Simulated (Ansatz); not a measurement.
# ZnO (zincite, P6_3mc): zone-centre modes under pressure, part 3 of 3

Wanted: Grüneisen parameters and pressure coefficients of the modes of ZnO (zincite, P6_3mc).

Ansatz 0.2.0; DFT LDA, scalar-relativistic, plane waves, PAW; PAW set soft_1.

So far, highest optical mode at the zone centre (no LO-TO term) (cm⁻¹): step 4 (zone-centre response at rest) 553.

### Step 6. Modes of this member: 1.06 times the volume at rest

The zone-centre modes follow for 1.06 times the volume at rest, with the response to a field.

File input.yaml:

```yaml
crystal:
  lattice:
    - [3.2500015503, 0.0, 0.0]
    - [-1.6250007751, 2.8145839049, 0.0]
    - [0.0, 0.0, 5.2533531666]
  atoms:
    - { symbol: O, position: [0.6666666667, 0.3333333333, 0.3788029258] }
    - { symbol: O, position: [0.3333333333, 0.6666666667, 0.8788029258] }
    - { symbol: Zn, position: [0.3333333333, 0.6666666667, 0.5002070742] }
    - { symbol: Zn, position: [0.6666666667, 0.3333333333, 0.0002070742] }
kpoints:
  mp_grid: { grid: [15, 15, 10] }
hamiltonian:
  xc: lda
  pseudopotentials: { kind: paw, azcp: { folder: soft_1 }, xc_functional: pbe }
scf:
  occupations: { method: fixed }
output:
  eigenvalues: true
phonons:
  method: dfpt
  dielectric: true
  rigid_motions: translations
```

Launch:

```console
$ ansatz run input.yaml --threads 8 --pin off --max-ram 16384MiB --backend cpu --events-out ev --progress --plain --runs-dir out
```

Numbers of over 12 decimals in the logs are rounded to 6 here.

Log:

```text
[...]
Crystal: 4 atoms, lattice volume = 48.055 Å³
Basis set: ecut = 420 eV, 941 PW (Γ), exchange–correlation on 48×48×72 points (8 copies of the dense FFT grid, shifted against one another)
Bands: 22, of which v1, the nominal top of the filled ones, is band 18 counted from 1 (17 counted from 0)
Symmetry: 12 space group operations
k-points: 608 of 2250 (irreducible under 2 space group operations, time reversal used)
[...]
SCF iter   1: F=—  HF=-7604.870379 eV  |F-HF|=—  |Δ(HF+E_count)|=         —  Δρ=1.09e-1  dr2=3.10e0  ethr=3.10e-3  ⟨swp⟩=4.3  Hψ=61899  notcnv=0  defer=1120
[...]
SCF iter  11: F=-7603.881673 eV  HF=-7603.881673 eV  |F-HF|=8.19e-12  |Δ(HF+E_count)|=  2.91e-11  Δρ=2.28e-7  dr2=2.05e-11  ethr=1.00e-12  ⟨swp⟩=7.0  Hψ=81310  notcnv=0
SCF 1 converged in 11 iterations: F = -7603.881673 eV  dr2 = 2.05e-11
[...]
Bands: 19, of which v1, the nominal top of the filled ones, is band 18 counted from 1 (17 counted from 0)
k-points: 360 of 2560 (irreducible under 4 space group operations, time reversal used)
[...]
Eigensolver: Dense (360 Hₖ)
SCF iter   1: F=—  HF=-7603.883251 eV  |F-HF|=—  |Δ(HF+E_count)|=         —  Δρ=5.85e-4  dr2=2.73e-5  ethr=1.00e-1
[...]
SCF iter   5: F=-7603.883240 eV  HF=-7603.883240 eV  |F-HF|=2.21e-8  |Δ(HF+E_count)|=   4.13e-8  Δρ=1.03e-5  dr2=1.18e-8  ethr=4.72e-10
SCF 1 converged in 5 iterations: F = -7603.883240 eV  dr2 = 1.18e-8
[...]
WARN: field response: inside a basis, on 16×16×10 points, no mesh in reach settles it: take ε∞, Z* and everything formed from them with what they may err, as stated (eps_inf_uncertainty, zstar_uncertainty_e), and compare with field_mesh: kpoints on a denser kpoints.mp_grid
[...]
SCF converged after 11 iterations
Free energy (F): -7603.881673 eV
[...]
Internal energy: -7603.881673 eV  (E = F + TS)
E sigma→0 (E₀):  -7603.881673 eV
Fermi energy:    6.591584 eV
[...]
--- Band table (eV; the first three rows and the last of 608) ---
  k-point 0: bands = [... 14 lower, 5.8016, 6.5026, 6.5916, 6.5916, 7.2946, 11.6561, 14.5895, 19.2789]
  k-point 1: bands = [... 14 lower, 5.8212, 6.2287, 6.5722, 6.5722, 7.5980, 11.5712, 14.6642, 19.2800]
  k-point 2: bands = [... 14 lower, 5.8783, 5.8783, 6.5172, 6.5172, 8.1406, 11.3283, 14.8858, 19.0536]
  k-point 607: bands = [... 14 lower, 3.9225, 3.9528, 5.3826, 5.5166, 11.9223, 13.9669, 14.9562, 15.0405]
[...]
ASR residual: 1.782e-4 → 0.000e0 eV/Å²; symmetrization residual: 4.465e-6 eV/Å²
  ASR residual per site (eV/Å²): 1.78e-4 1.78e-4 8.20e-5 8.20e-5
[...]
ε∞ (high-frequency dielectric tensor):
        5.286916     0.000000    -0.000000
        0.000000     5.286916     0.000000
       -0.000000     0.000000     5.334240
  ε⁰ (static dielectric tensor: ions relaxed, cell fixed):
       10.664309     0.000000    -0.000000
        0.000000    10.664309     0.000000
       -0.000000     0.000000    11.674782
  ε⁰ − ε∞ (ionic part):
        5.377392     0.000000    -0.000000
        0.000000     5.377392     0.000000
       -0.000000     0.000000     6.340542
[...]
Born effective charges Z* (e; rows j = field, columns β = displacement):
    site 0:
        -2.10850   -0.00000    0.00000
        -0.00000   -2.10850   -0.00000
         0.00000   -0.00000   -2.16624
    site 1:
        -2.10850   -0.00000    0.00000
        -0.00000   -2.10850   -0.00000
         0.00000   -0.00000   -2.16624
    site 2:
         2.10850    0.00000   -0.00000
         0.00000    2.10850    0.00000
        -0.00000    0.00000    2.16624
    site 3:
         2.10850    0.00000   -0.00000
         0.00000    2.10850    0.00000
        -0.00000    0.00000    2.16624
  Z* charge neutrality: 1.597e-3 e pre-enforcement
  solved inside a basis spanned on kpoints, on 16×16×10 k-points, which do not settle them: ε∞ is read to err by 1.0e-1, Z* by 6.2e-2 e (field_mesh: kpoints solves on kpoints); Z* is corrected for what the basis lacks
  optical modes at Γ without the LO–TO term, one row a degenerate level:
      ω (cm⁻¹)  modes    IR ((D/Å)²/amu)
         97.99      2             0.0000
        246.68      1             0.0000
        343.39      1            16.8453
        362.94      2            31.9187
        392.47      2             0.0000
        510.16      1             0.0000
  optical modes at Γ + LO–TO along q̂ = [1.0000, 0.0000, 0.0000]:
      ω (cm⁻¹)  modes    IR ((D/Å)²/amu)
         97.99      2             0.0000
        246.68      1             0.0000
        343.39      1            16.8453
        362.94      1            15.9593
        392.47      2             0.0000
        510.16      1             0.0000
        515.47      1            15.9593
  optical modes at Γ + LO–TO along q̂ = [0.0000, 1.0000, 0.0000]:
      ω (cm⁻¹)  modes    IR ((D/Å)²/amu)
         97.99      2             0.0000
        246.68      1             0.0000
        343.39      1            16.8453
        362.94      1            15.9593
        392.47      2             0.0000
        510.16      1             0.0000
        515.47      1            15.9593
  optical modes at Γ + LO–TO along q̂ = [0.0000, 0.0000, 1.0000]:
      ω (cm⁻¹)  modes    IR ((D/Å)²/amu)
         97.99      2             0.0000
        246.68      1             0.0000
        362.94      2            31.9187
        392.47      2             0.0000
        508.02      1            16.8453
        510.16      1             0.0000
```

The job ended after 2.3 min (8 threads of Arm Neoverse V1, shared host; peak memory 3 GiB; 17 min of CPU time).

Numbers from this step:

```
sum-rule residual before enforcement                    : 1.78e-4 eV/Å²
miss of the charge sum rule                             : 0.001597 e
estimated error of the dielectric tensor                : 0.1013
estimated error of the Born charges                     : 0.06213 e
highest optical mode at the zone centre (no LO-TO term) : 510.2 cm⁻¹
lowest optical zone-centre mode                         : 97.99 cm⁻¹
mean high-frequency dielectric constant                 : 5.303
largest Born charge (third of the trace)                : -2.128 e
mean static dielectric constant                         : 11.00
top of the zone-centre spectrum with the field          : 515.5 cm⁻¹
```

Without the LO-TO term. Patterns of degenerate modes are one choice out of their space. Modes at Γ, with each element's share of the kinetic energy:

```csv
mode,frequency (cm⁻¹),symmetry,O %,Zn %
1,0.0,acoustic,20,80
2,0.0,acoustic,20,80
3,0.0,acoustic,20,80
4,98.0,E2,13,87
5,98.0,E2,13,87
6,246.7,B1,1,99
7,343.4,A1,80,20
8,362.9,E1,80,20
9,362.9,E1,80,20
10,392.5,E2,87,13
11,392.5,E2,87,13
12,510.2,B1,99,1
```

Transverse modes. Infrared lines, with heights relative to the strongest:

```csv
position (cm⁻¹),label,relative intensity
98,E2,0.0
247,B1,0.0
343,A1,53
363,E1,100
392,E2,0.0
510,B1,0.0
```

Without the LO-TO term the lowest optical mode is real, 98.0 cm⁻¹, and the highest lies at 510.2 cm⁻¹.

The log warns of the k mesh: “the force constants stand on the 15×15×10 k-mesh, whose period is 11.83 times the interband length at k = (0.0000, 0.0000, 0.0000), direct gap 0.703 eV, under 14: take them and everything formed from them as unconverged”. So the frequencies of this run count as unconverged too.

### Step 7. Relaxation of a member: 0.9 times the volume at rest

The cell is set to 0.9 times the volume at rest, and shape and atoms relax at that volume.

File input.yaml:

```yaml
crystal:
  lattice:
    - [3.0757350116, 0.0, 0.0]
    - [-1.5378675058, 2.6636646553, 0.0]
    - [0.0, 0.0, 4.9801514009]
  atoms:
    - { symbol: O, position: [0.6666666667, 0.3333333333, 0.378394641] }
    - { symbol: O, position: [0.3333333333, 0.6666666667, 0.878394641] }
    - { symbol: Zn, position: [0.3333333333, 0.6666666667, 0.500615359] }
    - { symbol: Zn, position: [0.6666666667, 0.3333333333, 0.000615359] }
kpoints:
  mp_grid: { grid: [15, 15, 10] }
hamiltonian:
  xc: lda
  pseudopotentials: { kind: paw, azcp: { folder: soft_1 }, xc_functional: pbe }
scf:
  occupations: { method: gaussian, width: 0.02 }
output:
  forces: true
  stress: true
  eigenvalues: true
relax:
  adjacent_minimum: "off"
  f_tol: 0.001
  max_steps: 60
  cell: { stress_tol: 0.01, fix: [volume] }
```

Log:

```text
[...]
Crystal: 4 atoms, lattice volume = 40.801 Å³
Basis set: ecut = 420 eV, 785 PW (Γ)
Bands: 22, of which v1, the nominal top of the filled ones, is band 18 counted from 1 (17 counted from 0)
Symmetry: 12 space group operations
[...]
k-points: 162 of 2250 (time reversal used)
[...]
--- Relaxed structure (5 steps of the walk, 5 accepted, 1 SCFs on fresh bases) ---
[...]
cell:  # Å, volume = 40.8010 Å³
    - [3.074531, 0, 0]
    - [-1.537266, 2.662622, 0]
    - [0, 0, 4.984051]
  atoms:
    - { symbol: O, position: [0.666667, 0.333333, 0.378186] }
    - { symbol: O, position: [0.333333, 0.666667, 0.878186] }
    - { symbol: Zn, position: [0.333333, 0.666667, 0.500824] }
    - { symbol: Zn, position: [0.666667, 0.333333, 0.000824225] }
[key lines of the parts left out:]
SCF converged after 7 iterations
Free energy (F): -7603.679745 eV
Fermi energy:    9.740835 eV
P = ⅓ Tr σ = 21.4608 GPa (214.608 kbar)
```

Run time: 16 s. Hardware: 8 threads; peak memory 0.55 GiB; 2 min of CPU time.

Little changed from the start: no atom moved by 0.005 Å and no cell edge by 0.1 %.

This step gave:

```
pressure          : 21.46 GPa
gap on the k-mesh : 0.9497 eV
volume per atom   : 10.20 Å³
```

The largest force component left is 0.058 meV/Å, at a pressure of 21.46 GPa.

### Step 8. Modes of this member: 0.9 times the volume at rest

The zone-centre modes follow for 0.9 times the volume at rest, with the response to a field.

input.yaml, the sections that differ from step 7:

```yaml
crystal:
  lattice:
    - [3.0745314022, 0.0, 0.0]
    - [-1.5372657011, 2.6626222991, 0.0]
    - [0.0, 0.0, 4.9840513968]
  atoms:
    - { symbol: O, position: [0.6666666667, 0.3333333333, 0.3781857747] }
    - { symbol: O, position: [0.3333333333, 0.6666666667, 0.8781857747] }
    - { symbol: Zn, position: [0.3333333333, 0.6666666667, 0.5008242253] }
    - { symbol: Zn, position: [0.6666666667, 0.3333333333, 0.0008242253] }
scf:
  occupations: { method: fixed }
output:
  eigenvalues: true
phonons:
  method: dfpt
  dielectric: true
  rigid_motions: translations
# kpoints, hamiltonian: as in step 7
# relax: removed
```

Log:

```text
[...]
Crystal: 4 atoms, lattice volume = 40.801 Å³
Basis set: ecut = 420 eV, 785 PW (Γ), exchange–correlation on 48×48×72 points (8 copies of the dense FFT grid, shifted against one another)
Bands: 22, of which v1, the nominal top of the filled ones, is band 18 counted from 1 (17 counted from 0)
Symmetry: 12 space group operations
k-points: 608 of 2250 (irreducible under 2 space group operations, time reversal used)
[...]
optical modes at Γ + LO–TO along q̂ = [1.0000, 0.0000, 0.0000]:
      ω (cm⁻¹)  modes    IR ((D/Å)²/amu)
[...]
optical modes at Γ + LO–TO along q̂ = [0.0000, 1.0000, 0.0000]:
      ω (cm⁻¹)  modes    IR ((D/Å)²/amu)
[...]
optical modes at Γ + LO–TO along q̂ = [0.0000, 0.0000, 1.0000]:
      ω (cm⁻¹)  modes    IR ((D/Å)²/amu)
[...]
496.44      2            29.2160
        535.92      2             0.0000
        633.17      1            15.4937
        642.39      1             0.0000
[key lines of the parts left out:]
SCF converged after 10 iterations
Free energy (F): -7603.679746 eV
Fermi energy:    9.265832 eV
```

Run time: 2.1 min. Hardware: 8 threads; peak memory 2.8 GiB; 16 min of CPU time.

Numbers from this step:

- sum-rule residual before enforcement: 5.38e-5 eV/Å²
- miss of the charge sum rule: 0.001206 e
- estimated error of the dielectric tensor: 0.01315
- estimated error of the Born charges: 0.01277 e
- highest optical mode at the zone centre (no LO-TO term): 642.4 cm⁻¹
- lowest optical zone-centre mode: 58.86 cm⁻¹
- mean high-frequency dielectric constant: 4.785
- largest Born charge (third of the trace): -2.037 e
- mean static dielectric constant: 8.009
- top of the zone-centre spectrum with the field: 642.4 cm⁻¹

Without the LO-TO term. Patterns of degenerate modes are one choice out of their space. The modes at Γ (shares of kinetic energy by element, %):

```csv
mode,frequency (cm⁻¹),symmetry,O %,Zn %
1,0.0,acoustic,20,80
2,0.0,acoustic,20,80
3,0.0,acoustic,20,80
4,58.9,E2,17,83
5,58.9,E2,17,83
6,284.6,B1,4,96
7,482.9,A1,80,20
8,496.4,E1,80,20
9,496.4,E1,80,20
10,535.9,E2,83,17
11,535.9,E2,83,17
12,642.4,B1,96,4
```

Displacements in mode 4 (58.9 cm⁻¹), the largest set to 1:
```
O1  -0.92 -0.43  0.00
O2   0.92  0.43  0.00
Zn3 -1.00 -0.46  0.00
Zn4  1.00  0.46  0.00
```

Displacements in mode 10 (535.9 cm⁻¹), the largest set to 1:
```
O1  -1.00  0.03  0.00
O2   1.00 -0.03  0.00
Zn3  0.23 -0.01  0.00
Zn4 -0.23  0.01  0.00
```

Transverse modes. Lines of the infrared spectrum (strongest = 100):

```csv
position (cm⁻¹),label,relative intensity
59,E2,0.0
285,B1,0.0
483,A1,53
496,E1,100
536,E2,0.0
642,B1,0.0
```

Without the LO-TO term the lowest optical mode is real, 58.9 cm⁻¹, and the highest lies at 642.4 cm⁻¹.

Between step 4 and this run (volume ratio 0.9) the value for the highest optical mode at the zone centre (no LO-TO term) moves from 553 cm⁻¹ to 642 cm⁻¹ (+16 %).

### Step 9. The series together

The members are set side by side, also those not shown above.

Each row is one cell with its response, relaxed at fixed volume as far as symmetry leaves anything free; energies are extrapolated to zero smearing, and E0 is that at rest; the axis is the Cartesian z axis of the cell; shape and atoms are relaxed in each cell where symmetry leaves them free. State of the crystal along the series:

```csv
volume ratio,V (Å³/atom),pressure (GPa),E - E0 (meV/atom),first cell vector (Å),third cell vector (Å),gap on mesh (eV),ε∞ along the axis,"ε∞ across the axis, mean",ε0 along the axis,"ε0 across the axis, mean","largest Born charge in size, a third of the trace (e)","top mode with the field, highest of q along x, y and z (cm⁻¹)"
0.9,10.2,21.46,68.96,3.075,4.984,0.9497,4.83,4.763,8.303,7.862,2.037,642.4
0.92,10.43,16.17,42.4,3.098,5.017,0.9182,4.878,4.816,8.629,8.133,2.05,622.2
0.94,10.65,11.44,22.93,3.121,5.051,0.8872,4.932,4.873,8.976,8.425,2.062,604.1
0.96,10.88,7.2,9.817,3.144,5.085,0.8557,4.989,4.933,9.345,8.737,2.074,588
0.98,11.11,3.401,2.352,3.166,5.119,0.8244,5.051,4.997,9.747,9.073,2.086,572.5
0.99,11.22,1.652,0.5767,3.176,5.136,0.8093,5.083,5.03,9.956,9.25,2.091,565
1,11.33,-0.003793,0,3.188,5.152,0.7942,5.119,5.066,10.18,9.436,2.097,557.6
1.02,11.56,-3.058,2.207,3.208,5.187,0.7632,5.185,5.134,10.64,9.816,2.107,543.1
1.04,11.79,-5.795,8.514,3.229,5.22,0.7333,5.257,5.208,11.14,10.22,2.118,529
1.06,12.01,-8.251,18.47,3.25,5.253,0.7031,5.334,5.287,11.68,10.66,2.128,515.5
```

Without the LO-TO term; each mode is tracked from rest by its pattern, and modes that stay within 0.3 cm⁻¹ of each other stand once; shape and atoms are relaxed in each cell where symmetry leaves them free. Optical modes along the series:

```csv
V (Å³/atom),mode 4 E2 (cm⁻¹),mode 6 B1 (cm⁻¹),mode 7 A1 (cm⁻¹),mode 8 E1 (cm⁻¹),mode 10 E2 (cm⁻¹),mode 12 B1 (cm⁻¹)
10.2,58.86,284.6,482.9,496.4,535.9,642.4
10.43,68.34,279.6,462.2,477.7,515.6,622.2
10.65,75.63,274.9,442.8,459.5,495.9,603.3
10.88,81.4,270.3,424.5,441.9,477,585.6
11.11,86.12,265.6,406.9,424.9,458.8,568.8
11.22,88.15,263.3,398.4,416.6,449.9,560.8
11.33,90.01,260.9,390,408.6,441.2,552.9
11.56,93.18,256.2,373.9,392.7,424.3,537.9
11.79,95.81,251.5,358.3,377.6,408.1,523.7
12.01,97.99,246.7,343.4,362.9,392.5,510.2
```

From cubic fits (parabolas where under five rows exist) of ln ω and P against ln V through the rows within about 4 % of rest: γ = −d ln ω / d ln V and dω/dP = γ ω / B. Slopes at rest:

```csv
mode,fitted frequency at rest (cm⁻¹),Grüneisen parameter γ,dω/dP (cm⁻¹/GPa)
mode 4 E2,90,-1.95,-1.09
mode 6 B1,260.9,0.9,1.45
mode 7 A1,390,2.11,5.11
mode 8 E1,408.5,1.97,4.99
mode 10 E2,441.2,1.95,5.34
mode 12 B1,552.9,1.4,4.79
```

### Step 10. Outcome

* members: 10
* highest optical mode at the zone centre (no LO-TO term), at rest: 552.9 cm⁻¹
* bulk modulus at rest: 161 GPa
* mode 7 A1, γ: 2.11
* mode 8 E1, γ: 1.97
* mode 10 E2, γ: 1.95
* mode 12 B1, γ: 1.40

In words: The series spans -8.3 to 21.5 GPa, and the slope at rest gives a bulk modulus of 161 GPa. Among the modes in the table of slopes γ runs from -1.95 (mode 4 E2) to 2.11 (mode 7 A1). A negative γ means that the mode softens under pressure. ε∞ along z is 5.12 at rest, with d ln ε∞ / d ln V = 0.66. One k mesh and one cutoff serve the ground states and modes of all volumes; the field response picks its own mesh. With the field response the log warns that the k mesh is coarse for the force constants too, so the frequencies are to be taken as unconverged. These are harmonic frequencies at zero temperature: anharmonic shifts, linewidths and thermal expansion are left out. In at least one run the field response is not settled by the k meshes in reach, so its dielectric tensor, Born charges and longitudinal modes are rough. The PAW files were made for PBE; the program adapts parts of them to the functional of the run, but their partial waves stay those of PBE, an approximation that was not tested in this session. Only the zone centre was solved, so an instability at another wavevector cannot show here.

[Logs are printed without paths, hosts, clocks, repeated set-up lines and the standing remarks that a program may print on its own settings, such as how far it seeks lower states.]

[Hosts, paths, dates, database ids (printed as entryN), source tags and the programs' standing remarks are cut or masked in the printed files.]
